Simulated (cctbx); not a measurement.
# Ce3Pt4Pb13 across an absorption edge

Space group Pm-3n (no. 223), a = 10.2500 Å, b = 10.2500 Å, c = 10.2500 Å, α = 90.00°, β = 90.00°, γ = 90.00°.

```csv
atom,mult.,x,y,z,Ueq (Å²)
Pb1,2,1/2,1/2,1/2,0.0109
Pb2,24,0.6884,0.8468,0,0.0113
Pt1,8,1/4,3/4,1/4,0.0141
Ce1,6,1/2,0,1/4,0.0100
```

This is a model crystal, built by substitution and not relaxed, with assumed displacement parameters.

Calculated with cctbx: free-atom f′ and f″ from the Sasaki tables, no fine structure; amplitudes in electrons.

| E (eV) | F 1 1 2 | F 0 0 4 | F 1 1 4 | F 1 0 1 |
| --- | --- | --- | --- | --- |
| 5123 | 55.2 | 974.2 | 96.9 | 46.7 |
| 5473 | 58.8 | 961.8 | 100.6 | 50.2 |
| 5603 | 61.9 | 951.7 | 103.7 | 53.3 |
| 5663 | 64.8 | 942.4 | 106.6 | 56.2 |
| 5693 | 67.7 | 933.5 | 109.4 | 59.0 |
| 5708 | 70.5 | 924.7 | 112.2 | 61.9 |
| 5715 | 73.1 | 917.0 | 114.7 | 64.5 |
| 5719 | 75.7 | 909.1 | 117.3 | 67.1 |
| 5727 | 74.9 | 912.7 | 116.2 | 66.3 |
| 5731 | 71.2 | 923.1 | 112.7 | 62.6 |
| 5738 | 68.1 | 932.0 | 109.7 | 59.5 |
| 5753 | 64.9 | 941.2 | 106.5 | 56.2 |
| 5783 | 61.9 | 949.8 | 103.6 | 53.2 |
| 5873 | 58.0 | 960.4 | 99.9 | 49.3 |
| 6123 | 58.1 | 958.6 | 99.9 | 49.3 |

**Question.** Which edge is crossed, and why do the reflections move as they do?

The L3 edge of Ce. The edge is at 5723 eV. f′ of Ce falls from -11.8 e at 5603 eV to -19.2 e at 4 eV below it, and f″ steps from 3.52 to 10.71 e across it. Over that approach |F| changes by +22 % (1 1 2), -4 % (0 0 4), +13 % (1 1 4) and +26 % (1 0 1): a reflection falls where Ce scatters in phase with the total and rises where it scatters against it; it hardly moves where the Ce term is small or cancels by symmetry. Above the edge the larger f″ enters the imaginary part, where it can add to or cancel the other atoms' f″. The structure is centrosymmetric, so Friedel mates stay equal.

[Logs are printed without paths, hosts, clocks, repeated set-up lines and the standing remarks that a program may print on its own settings, such as how far it seeks lower states.]
